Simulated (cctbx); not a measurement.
## PrBTe3: as given, inverted or twinned?

Space group Pna2_1 (no. 33), a = 7.9480 Å, b = 6.1840 Å, c = 9.2990 Å, α = 90.00°, β = 90.00°, γ = 90.00°.

```
atom  mult.       x       y       z  Ueq (Å²)
 Pr1      4  0.3865  0.4333  0.4352    0.0179
 Te1      4  0.3220  0.6652  0.7257    0.0111
 Te2      4  0.7045  0.3572  0.6361    0.0176
 Te3      4  0.4970  0.9012  0.4418    0.0202
  B1      4  0.3509  0.9140  0.6077    0.0291
```

The model was made for the exercise: a known structure type with other elements put in, its volume estimated, not relaxed; displacement parameters are assumed.

Data sets are simulated with cctbx and refined with Bijvoet mates kept apart; Flack x is then fitted as the share of an inverted twin with the atoms fixed, Hooft y from the Bijvoet differences. The group is acentric but holds improper operations, so there is an absolute structure (orientation) and no hand.

Untwinned crystal. What Flack and Hooft values should come out?

```csv
λ (Å),extinction (unmodelled),d min (Å),top counts,error (%),model,R1,Flack x,s.u.,Hooft y,s.u.,pairs
0.71073,0,0.77,5000,3,as given,0.0296,-0.13,0.1,-0.035,0.111,485
0.71073,0,0.77,5000,3,inverted,0.0310,1.13,0.1,1.034,0.111,485
1.54184,0,0.83,40000,1.5,as given,0.0078,-0.004,0.004,-0.005,0.006,393
```

With Mo Kα, x is within 3 s.u. of 0, so the absolute structure is right, though an s.u. above 0.04 can't exclude a small twin share. With Cu Kα, x is within 3 s.u. of 0, so the absolute structure is right. Inverting the model turns x into about 1 − x.

A further crystal gives:

| λ (Å) | extinction (unmodelled) | d min (Å) | top counts | error (%) | model | R1 | Flack x | s.u. | Hooft y | s.u. | pairs |
| --- | --- | --- | --- | --- | --- | --- | --- | --- | --- | --- | --- |
| 0.71073 | 0 | 0.65 | 40000 | 1.5 | as given | 0.0111 | 0.16 | 0.02 | 0.140 | 0.022 | 826 |

**Question.** What is it?

It was simulated as an inversion twin with a fraction 0.15 of the inverted domain. Flack x is over 3 s.u. from both 0 and 1 and reads that fraction.

[Logs are printed without paths, hosts, clocks, repeated set-up lines and the standing remarks that a program may print on its own settings, such as how far it seeks lower states.]
